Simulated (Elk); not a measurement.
An input for Elk 11.2.3 (patched build) (Diamond (Fd-3m, 2 atoms a cell)):

```
tasks
  185
  186
  187

xctype
  20

rgkmax
  7.0

gmaxvr
  14.0

lmaxo
  7

lorbcnd
  .true.

tshift
  .false.

ngridk
  6 6 6

vkloff
  0.05 0.15 0.25

nempty
  10

swidth
  0.00551

scissor
  0.04163

gmaxrf
  2.5

wplot
  314 100 0
  0.0 0.5782

optcomp
  1 1
  2 2
  3 3

nvbse
  2

ncbse
  2

sppath
  './'

avec
  -0.0000000000 3.3700808789 3.3700808789
  3.3700808789 0.0000000000 3.3700808789
  3.3700808789 3.3700808789 0.0000000000

atoms
  1
  'C.in'
  2
  0.0000000000 0.0000000000 0.0000000000
  0.2500000000 0.2500000000 0.2500000000
```

```sh
OMP_NUM_THREADS=8 elk > log
```

**Question.** Estimate wall time and host memory on 8 threads of AMD EPYC 9R45, shared host.

It took 71 s; on shared hardware allow 35 s to 2.4 min. Peak host memory was 0.13 GiB.

The kernel grows as the square of the matrix size, and full diagonalisation as its cube.

[Paths, hosts, dates, memory and timing lines, banners, echoed tables and standing remarks are left out of the program output.]

[Logs are printed without paths, hosts, clocks, repeated set-up lines and the standing remarks that a program may print on its own settings, such as how far it seeks lower states.]

[Runs of the session that timed out or met a known fault of the program may be left out.]

[Hosts, paths, dates, database ids (printed as entryN), source tags and the programs' standing remarks are cut or masked in the printed files.]
